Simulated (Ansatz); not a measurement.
# Work function of Al(111): what the settings cost and change, part 2 of 2

How thick a slab and how much vacuum does the work function of Al(111) need?

Ansatz 0.2.0; plane-wave DFT, PBE, Ansatz PAW.

So far, work function, upper face (eV): step 2 (slab, setting 1 layer) 4.31; step 4 (run, 3 atoms) 3.89; step 5 (slab, 4 atoms) 4.04; step 6 (slab, 5 atoms) 4.12; step 7 (slab, 6 atoms) 4.05.

## (8) Run, 8 atoms

System of this step: Al(111). The cell holds 8 atoms: 8 Al. Its edges and angles: a = 2.864 Å, b = 2.864 Å, c = 34.368 Å, α = 90.0°, β = 90.0°, γ = 60.0°. Vacuum lies along c.

input.yaml

```yaml
crystal:
  lattice:
    - [2.8637824638, 0.0, 0.0]
    - [1.4318912319, 2.4801083646, 0.0]
    - [0.0, 0.0, 34.3678801315]
  atoms:
    - { symbol: Al, position: [0.6666666667, 0.6666666667, 0.2618724217] }
    - { symbol: Al, position: [0.0, 0.0, 0.3299088727] }
    - { symbol: Al, position: [0.3333333333, 0.3333333333, 0.3979453236] }
    - { symbol: Al, position: [0.6666666667, 0.6666666667, 0.4659817745] }
    - { symbol: Al, position: [0.0, 0.0, 0.5340182255] }
    - { symbol: Al, position: [0.3333333333, 0.3333333333, 0.6020546764] }
    - { symbol: Al, position: [0.6666666667, 0.6666666667, 0.6700911273] }
    - { symbol: Al, position: [0.0, 0.0, 0.7381275783] }
kpoints:
  mp_grid: { grid: [16, 16, 1] }
hamiltonian:
  xc: pbe
scf:
  occupations: { method: fermi_dirac, width: 0.1 }
  convergence: { dr2_threshold: 1.0e-09 }
efield:
  axis: 3
  dipole_correction: true
  ramp_position: 0.97
  ramp_width: 0.06
output:
  write_potential: true
  write_density: true
  volumetric_format: npy
```

Started as:

```
> ansatz run input.yaml --threads 2 --pin off --max-ram 3072MiB --backend cpu --events-out ev --progress --plain --runs-dir out
```

Numbers of over 12 decimals in the logs are rounded to 6 here.

Log:

```text
[...]
Crystal: 8 atoms, lattice volume = 244.098 Å³
Basis set: ecut = 420 eV, 4807 PW (Γ)
Bands: 20, of which v1, the nominal top of the filled ones, is band 12 counted from 1 (11 counted from 0)
Symmetry: 6 space group operations
k-points: 30 of 256 (time reversal used)
[...]
k-point 0: bands = [... 8 lower, -1.4310, 0.1740, 1.8171, 3.4706, 4.9733, 6.0105, 6.4264, 7.2594, ... 4 higher]
  k-point 1: bands = [... 8 lower, -1.3432, 0.2621, 1.9039, 3.5560, 5.0586, 6.0996, 6.5186, 7.3490, ... 4 higher]
  k-point 2: bands = [... 8 lower, -1.0800, 0.5252, 2.1626, 3.8086, 5.3081, 6.3606, 6.7916, 7.6042, ... 4 higher]
  k-point 29: bands = [... 8 lower, 0.3786, 0.4928, 0.5045, 0.9659, 0.9850, 1.3243, 1.9124, 1.9225, ... 4 higher]
[key lines of the parts left out:]
SCF converged after 7 iterations
Free energy (F): -4299.357697 eV
Fermi energy:    2.446113 eV
Dipole field:    D = 0.000001 V/Å  (p = 0.000001 e·Å, saw-weighted, corrected)
Work function:   Φ+ = 4.0978 eV   Φ− = 4.0978 eV
```

The job ended after 14 s (2 threads of Intel Xeon 6975P-C (Granite Rapids), shared host; peak memory 0.51 GiB; 24 s of CPU time).

The work function is 4.098 eV, +0.044 eV from the run “6 layers”, at 1.5 times its CPU time.

## (9) Run, 10 atoms

System of this step: Al(111). The cell holds 10 atoms: 10 Al. Cell: a = 2.864 Å, b = 2.864 Å, c = 39.044 Å, α = 90.0°, β = 90.0°, γ = 60.0°. Vacuum lies along c.

input.yaml, the sections that differ from step 8:

```yaml
crystal:
  lattice:
    - [2.8637824638, 0.0, 0.0]
    - [1.4318912319, 2.4801083646, 0.0]
    - [0.0, 0.0, 39.044417312]
  atoms:
    - { symbol: Al, position: [0.0, 0.0, 0.2305067054] }
    - { symbol: Al, position: [0.3333333333, 0.3333333333, 0.2903941042] }
    - { symbol: Al, position: [0.6666666667, 0.6666666667, 0.350281503] }
    - { symbol: Al, position: [0.0, 0.0, 0.4101689018] }
    - { symbol: Al, position: [0.3333333333, 0.3333333333, 0.4700563006] }
    - { symbol: Al, position: [0.6666666667, 0.6666666667, 0.5299436994] }
    - { symbol: Al, position: [0.0, 0.0, 0.5898310982] }
    - { symbol: Al, position: [0.3333333333, 0.3333333333, 0.649718497] }
    - { symbol: Al, position: [0.6666666667, 0.6666666667, 0.7096058958] }
    - { symbol: Al, position: [0.0, 0.0, 0.7694932946] }
# kpoints, hamiltonian, scf, efield, output: as in step 8
```

Log:

```text
[...]
Crystal: 10 atoms, lattice volume = 277.313 Å³
Basis set: ecut = 420 eV, 5471 PW (Γ)
Bands: 25, of which v1, the nominal top of the filled ones, is band 15 counted from 1 (14 counted from 0)
Symmetry: 6 space group operations
k-points: 30 of 256 (time reversal used)
[...]
k-point 0: bands = [... 11 lower, 0.4212, 1.7556, 3.1295, 4.4961, 5.7435, 6.6109, 7.2354, 7.3602, ... 6 higher]
  k-point 1: bands = [... 11 lower, 0.5094, 1.8428, 3.2154, 4.5808, 5.8282, 6.7000, 7.3242, 7.4509, ... 6 higher]
  k-point 2: bands = [... 11 lower, 0.7731, 2.1031, 3.4708, 4.8302, 6.0749, 6.9610, 7.5825, 7.7171, ... 6 higher]
  k-point 29: bands = [... 11 lower, 0.9972, 1.2057, 1.2910, 1.5940, 1.6612, 1.7250, 2.1538, 2.5061, ... 6 higher]
[key lines of the parts left out:]
SCF converged after 7 iterations
Free energy (F): -5374.380733 eV
Fermi energy:    3.137030 eV
Dipole field:    D = -0.000001 V/Å  (p = -0.000002 e·Å, saw-weighted, corrected)
Work function:   Φ+ = 4.0321 eV   Φ− = 4.0321 eV
```

Run time: 20 s. Hardware: 2 threads; peak memory 0.54 GiB; 34 s of CPU time.

The work function is 4.032 eV, -0.066 eV from the run “8 layers”, at 1.4 times its CPU time.

## (10) Slab, 13 atoms

System of this step: Al(111). The cell holds 13 atoms: 13 Al. Its edges and angles: a = 2.864 Å, b = 2.864 Å, c = 46.059 Å, α = 90.0°, β = 90.0°, γ = 60.0°. Vacuum lies along c.

input.yaml, the sections that differ from step 9:

```yaml
crystal:
  lattice:
    - [2.8637824638, 0.0, 0.0]
    - [1.4318912319, 2.4801083646, 0.0]
    - [0.0, 0.0, 46.0592230826]
  atoms:
    - { symbol: Al, position: [0.0, 0.0, 0.1954006038] }
    - { symbol: Al, position: [0.3333333333, 0.3333333333, 0.2461671698] }
    - { symbol: Al, position: [0.6666666667, 0.6666666667, 0.2969337359] }
    - { symbol: Al, position: [0.0, 0.0, 0.3477003019] }
    - { symbol: Al, position: [0.3333333333, 0.3333333333, 0.3984668679] }
    - { symbol: Al, position: [0.6666666667, 0.6666666667, 0.449233434] }
    - { symbol: Al, position: [0.0, 0.0, 0.5] }
    - { symbol: Al, position: [0.3333333333, 0.3333333333, 0.550766566] }
    - { symbol: Al, position: [0.6666666667, 0.6666666667, 0.6015331321] }
    - { symbol: Al, position: [0.0, 0.0, 0.6522996981] }
    - { symbol: Al, position: [0.3333333333, 0.3333333333, 0.7030662641] }
    - { symbol: Al, position: [0.6666666667, 0.6666666667, 0.7538328302] }
    - { symbol: Al, position: [0.0, 0.0, 0.8045993962] }
# kpoints, hamiltonian, scf, efield, output: as in step 9
```

Log:

```text
[...]
Crystal: 13 atoms, lattice volume = 327.135 Å³
Basis set: ecut = 420 eV, 6417 PW (Γ)
Bands: 33, of which v1, the nominal top of the filled ones, is band 20 counted from 1 (19 counted from 0)
Symmetry: 6 space group operations
k-points: 30 of 256 (time reversal used)
[...]
k-point 0: bands = [... 16 lower, 2.8514, 3.9479, 5.0486, 6.1064, 7.0036, 7.6486, 7.8969, 8.6871, ... 9 higher]
  k-point 1: bands = [... 16 lower, 2.9381, 4.0335, 5.1329, 6.1898, 7.0889, 7.7364, 7.9874, 8.7734, ... 9 higher]
  k-point 2: bands = [... 16 lower, 3.1965, 4.2874, 5.3813, 6.4334, 7.3362, 7.9915, 8.2531, 9.0094, ... 9 higher]
  k-point 29: bands = [... 16 lower, 1.9210, 1.9620, 2.2017, 2.2824, 2.3525, 2.5152, 2.6489, 2.9635, ... 9 higher]
[key lines of the parts left out:]
SCF converged after 7 iterations
Free energy (F): -6986.911298 eV
Fermi energy:    3.858859 eV
Dipole field:    D = -0.000001 V/Å  (p = -0.000002 e·Å, saw-weighted, corrected)
Work function:   Φ+ = 4.0406 eV   Φ− = 4.0406 eV
```

Elapsed: 31 s, on 2 threads; peak memory 0.71 GiB.

The work function is 4.041 eV, +0.008 eV from the run “10 layers”, at 1.6 times its CPU time.

## (11) Slab, 7 atoms

System of this step: Al(111). The cell holds 7 atoms: 7 Al. Cell: a = 2.864 Å, b = 2.864 Å, c = 24.030 Å, α = 90.0°, β = 90.0°, γ = 60.0°. Vacuum lies along c.

input.yaml, the sections that differ from step 10:

```yaml
crystal:
  lattice:
    - [2.8637824638, 0.0, 0.0]
    - [1.4318912319, 2.4801083646, 0.0]
    - [0.0, 0.0, 24.0296115413]
  atoms:
    - { symbol: Al, position: [0.0, 0.0, 0.2080766055] }
    - { symbol: Al, position: [0.3333333333, 0.3333333333, 0.3053844036] }
    - { symbol: Al, position: [0.6666666667, 0.6666666667, 0.4026922018] }
    - { symbol: Al, position: [0.0, 0.0, 0.5] }
    - { symbol: Al, position: [0.3333333333, 0.3333333333, 0.5973077982] }
    - { symbol: Al, position: [0.6666666667, 0.6666666667, 0.6946155964] }
    - { symbol: Al, position: [0.0, 0.0, 0.7919233945] }
# kpoints, hamiltonian, scf, efield, output: as in step 10
```

Log:

```text
[...]
Crystal: 7 atoms, lattice volume = 170.670 Å³
Basis set: ecut = 420 eV, 3333 PW (Γ)
Bands: 18, of which v1, the nominal top of the filled ones, is band 11 counted from 1 (10 counted from 0)
Symmetry: 6 space group operations
k-points: 30 of 256 (time reversal used)
[...]
k-point 0: bands = [... 7 lower, 0.3100, 2.1174, 3.9685, 5.7315, 7.3949, 7.7621, 9.9801, 10.1623, ... 3 higher]
  k-point 1: bands = [... 7 lower, 0.3978, 2.2053, 4.0550, 5.8173, 7.4795, 7.8524, 10.0586, 10.2360, ... 3 higher]
  k-point 2: bands = [... 7 lower, 0.6611, 2.4682, 4.3125, 6.0704, 7.7241, 8.1190, 10.2081, 10.4095, ... 3 higher]
  k-point 29: bands = [... 7 lower, 1.8312, 2.3088, 2.3792, 2.5608, 3.0025, 3.3403, 3.7783, 4.6235, ... 3 higher]
[key lines of the parts left out:]
SCF converged after 7 iterations
Free energy (F): -3761.839096 eV
Fermi energy:    4.134119 eV
Dipole field:    D = 0.000000 V/Å  (p = 0.000000 e·Å, saw-weighted, corrected)
Work function:   Φ+ = 4.0313 eV (in doubt: plateau slope 4.2e-2 eV/Å)   Φ− = 4.0335 eV (in doubt: plateau slope 2.9e-2 eV/Å)
```

The job ended after 8.5 s (2 threads; peak memory 0.45 GiB).

The work function is 4.031 eV. The program marks this work function as in doubt.

## (12) Slab, 7 atoms (run 2)

The cell differs from the one that the last finished run ended in (c 24.030 → 28.030 Å).

input.yaml, the sections that differ from step 11:

```yaml
crystal:
  lattice:
    - [2.8637824638, 0.0, 0.0]
    - [1.4318912319, 2.4801083646, 0.0]
    - [0.0, 0.0, 28.0296115413]
  atoms:
    - { symbol: Al, position: [0.0, 0.0, 0.2497358905] }
    - { symbol: Al, position: [0.3333333333, 0.3333333333, 0.3331572604] }
    - { symbol: Al, position: [0.6666666667, 0.6666666667, 0.4165786302] }
    - { symbol: Al, position: [0.0, 0.0, 0.5] }
    - { symbol: Al, position: [0.3333333333, 0.3333333333, 0.5834213698] }
    - { symbol: Al, position: [0.6666666667, 0.6666666667, 0.6668427396] }
    - { symbol: Al, position: [0.0, 0.0, 0.7502641095] }
# kpoints, hamiltonian, scf, efield, output: as in step 11
```

Log:

```text
[...]
Crystal: 7 atoms, lattice volume = 199.080 Å³
Basis set: ecut = 420 eV, 3933 PW (Γ)
Bands: 18, of which v1, the nominal top of the filled ones, is band 11 counted from 1 (10 counted from 0)
Symmetry: 6 space group operations
k-points: 30 of 256 (time reversal used)
[...]
k-point 0: bands = [... 7 lower, -0.8566, 0.9516, 2.7984, 4.5938, 6.0581, 6.6671, 7.8517, 8.0144, ... 3 higher]
  k-point 1: bands = [... 7 lower, -0.7687, 1.0396, 2.8850, 4.6792, 6.1452, 6.7590, 7.9364, 8.1013, ... 3 higher]
  k-point 2: bands = [... 7 lower, -0.5054, 1.3024, 3.1427, 4.9310, 6.3993, 7.0317, 8.1696, 8.3473, ... 3 higher]
  k-point 29: bands = [... 7 lower, 0.6648, 1.1424, 1.2128, 1.3943, 1.8361, 2.1739, 2.6119, 3.4571, ... 3 higher]
[key lines of the parts left out:]
SCF converged after 8 iterations
Free energy (F): -3761.838873 eV
Fermi energy:    2.967426 eV
Dipole field:    D = 0.000000 V/Å  (p = 0.000000 e·Å, saw-weighted, corrected)
Work function:   Φ+ = 4.0388 eV   Φ− = 4.0388 eV
```

Run time: 10 s. Hardware: 2 threads; peak memory 0.47 GiB; 15 s of CPU time.

The work function is 4.039 eV, +0.007 eV from the run “7 layers, 10 Å of vacuum”, at 1.1 times its CPU time.

## (13) Run, 7 atoms

The cell differs from the one that the last finished run ended in (c 28.030 → 40.030 Å).

input.yaml, the sections that differ from step 12:

```yaml
crystal:
  lattice:
    - [2.8637824638, 0.0, 0.0]
    - [1.4318912319, 2.4801083646, 0.0]
    - [0.0, 0.0, 40.0296115413]
  atoms:
    - { symbol: Al, position: [0.0, 0.0, 0.3247595842] }
    - { symbol: Al, position: [0.3333333333, 0.3333333333, 0.3831730561] }
    - { symbol: Al, position: [0.6666666667, 0.6666666667, 0.4415865281] }
    - { symbol: Al, position: [0.0, 0.0, 0.5] }
    - { symbol: Al, position: [0.3333333333, 0.3333333333, 0.5584134719] }
    - { symbol: Al, position: [0.6666666667, 0.6666666667, 0.6168269439] }
    - { symbol: Al, position: [0.0, 0.0, 0.6752404158] }
# kpoints, hamiltonian, scf, efield, output: as in step 12
```

Log:

```text
[...]
Crystal: 7 atoms, lattice volume = 284.310 Å³
Basis set: ecut = 420 eV, 5557 PW (Γ)
Bands: 18, of which v1, the nominal top of the filled ones, is band 11 counted from 1 (10 counted from 0)
Symmetry: 6 space group operations
k-points: 30 of 256 (time reversal used)
[...]
k-point 0: bands = [... 7 lower, -2.9569, -1.1486, 0.6980, 2.4949, 3.9283, 4.6466, 5.0015, 5.0746, ... 3 higher]
  k-point 1: bands = [... 7 lower, -2.8691, -1.0608, 0.7846, 2.5803, 4.0159, 4.7389, 5.0954, 5.1669, ... 3 higher]
  k-point 2: bands = [... 7 lower, -2.6058, -0.7980, 1.0423, 2.8319, 4.2724, 5.0127, 5.3750, 5.4396, ... 3 higher]
  k-point 29: bands = [... 7 lower, -1.4356, -0.9580, -0.8876, -0.7060, -0.2642, 0.0735, 0.5115, 1.3567, ... 3 higher]
[key lines of the parts left out:]
SCF converged after 7 iterations
Free energy (F): -3761.839053 eV
Fermi energy:    0.867037 eV
Dipole field:    D = -0.000002 V/Å  (p = -0.000003 e·Å, saw-weighted, corrected)
Work function:   Φ+ = 4.0390 eV   Φ− = 4.0389 eV
```

Elapsed: 15 s, on 2 threads; peak memory 0.54 GiB; 25 s of CPU time.

The work function is 4.039 eV, +0.000 eV from the run “7 layers, 14 Å of vacuum”, at 1.6 times its CPU time.

## (14) The series together

Times are for 2 threads of Intel Xeon 6975P-C (Granite Rapids), shared host. The runs compared:

| no. | setting | work function, upper face (eV) | time | memory (GiB) |
| --- | --- | --- | --- | --- |
| 1 | 1 layer | 4.312 | 3.1 s | 0.38 |
| 2 | 2 layers | 4.227 | 4.1 s | 0.42 |
| 3 | 3 layers | 3.893 | 5.7 s | 0.42 |
| 4 | 4 layers | 4.044 | 5.7 s | 0.43 |
| 5 | 5 layers | 4.120 | 8 s | 0.44 |
| 6 | 6 layers | 4.054 | 11 s | 0.46 |
| 7 | 8 layers | 4.098 | 14 s | 0.51 |
| 8 | 10 layers | 4.032 | 20 s | 0.54 |
| 9 | 13 layers | 4.041 | 31 s | 0.71 |
| 10 | 7 layers, 10 Å of vacuum | 4.031 | 8.5 s | 0.45 |
| 11 | 7 layers, 14 Å of vacuum | 4.039 | 10 s | 0.47 |
| 12 | 7 layers, 26 Å of vacuum | 4.039 | 15 s | 0.54 |

## (15) A changed input

System of this step: Al(111) monolayer. The cell holds 1 atom: 1 Al. Cell: a = 2.864 Å, b = 2.864 Å, c = 18.000 Å, α = 90.0°, β = 90.0°, γ = 60.0°. Vacuum lies along c.

An input spoilt on purpose, to show how the run answers: it repeats the earlier run “1 layer” with efield.axis from 3 to 0, and scf.max_iter set to 50; its output block differs too.

input.yaml, the sections that differ from step 13:

```yaml
crystal:
  lattice:
    - [2.8637824638, 0.0, 0.0]
    - [1.4318912319, 2.4801083646, 0.0]
    - [0.0, 0.0, 18.0]
  atoms:
    - { symbol: Al, position: [0.6666666667, 0.6666666667, 0.5] }
scf:
  occupations: { method: fermi_dirac, width: 0.1 }
  convergence: { dr2_threshold: 1.0e-09 }
  max_iter: 50
efield:
  axis: 0
  dipole_correction: true
  ramp_position: 0.97
  ramp_width: 0.06
# kpoints, hamiltonian, output: as in step 13
```

Log:

```text
Error: invalid value for `efield.axis`: must be in [1, 3]; got 0
```

Run time: 0.03 s. Hardware: 2 threads; peak memory 0.06 GiB.

The program refused the input before any cycle.

The program's message: “Error: invalid value for `efield.axis`: must be in [1, 3]; got 0”

The fault put into the input: an axis of 0, outside the range 1 to 3.

## (16) Outcome

* work function, 1 layer: 4.312 eV
* work function, 3 layers: 3.893 eV
* work function, 6 layers: 4.054 eV
* work function, 13 layers: 4.041 eV

In words: The thickest slab gives 4.04 eV, and the settings tried spread the value from 3.89 to 4.31 eV. At 18 Å of vacuum, the slabs from 10 layers on stay within 0.01 eV of the thickest. Beyond two layers the value swings up and down with thickness, as is usual where quantum-well states cross the Fermi level; the levels were not examined here. Going from 10 to 26 Å of vacuum moves it by 0.008 eV. The program marks the value as in doubt in “7 layers, 10 Å of vacuum”. The ladder's slabs use the tabulated experimental lattice constant (two decimals; a low-temperature value for the alkali metals). In 1 run of the series (7 layers, 10 Å of vacuum) the program warns that electrons reach the sawtooth's ramp, which makes dipole and work function less sure.

Comparison with the measured values:

```
                                               quantity  measured        13 layers
work function (clean (111) face, a compiled value) (eV)      4.32  4.04 (-0.28 eV)
```

Measured values from arxiv:1702.08515 (2017).

**Verdict.** The work function is off by -0.28 eV: fair agreement. The grades are ours: good and fair within 3 and 7 % for the work function. No cell relaxation is part of this session.

[Logs are printed without paths, hosts, clocks, repeated set-up lines and the standing remarks that a program may print on its own settings, such as how far it seeks lower states.]

[Hosts, paths, dates, database ids (printed as entryN), source tags and the programs' standing remarks are cut or masked in the printed files.]

[Maps of the electrostatic potential energy from Ansatz leave out the sawtooth potential of an applied field or a dipole correction, so their vacuum need not be flat; planar profiles and work functions include it.]
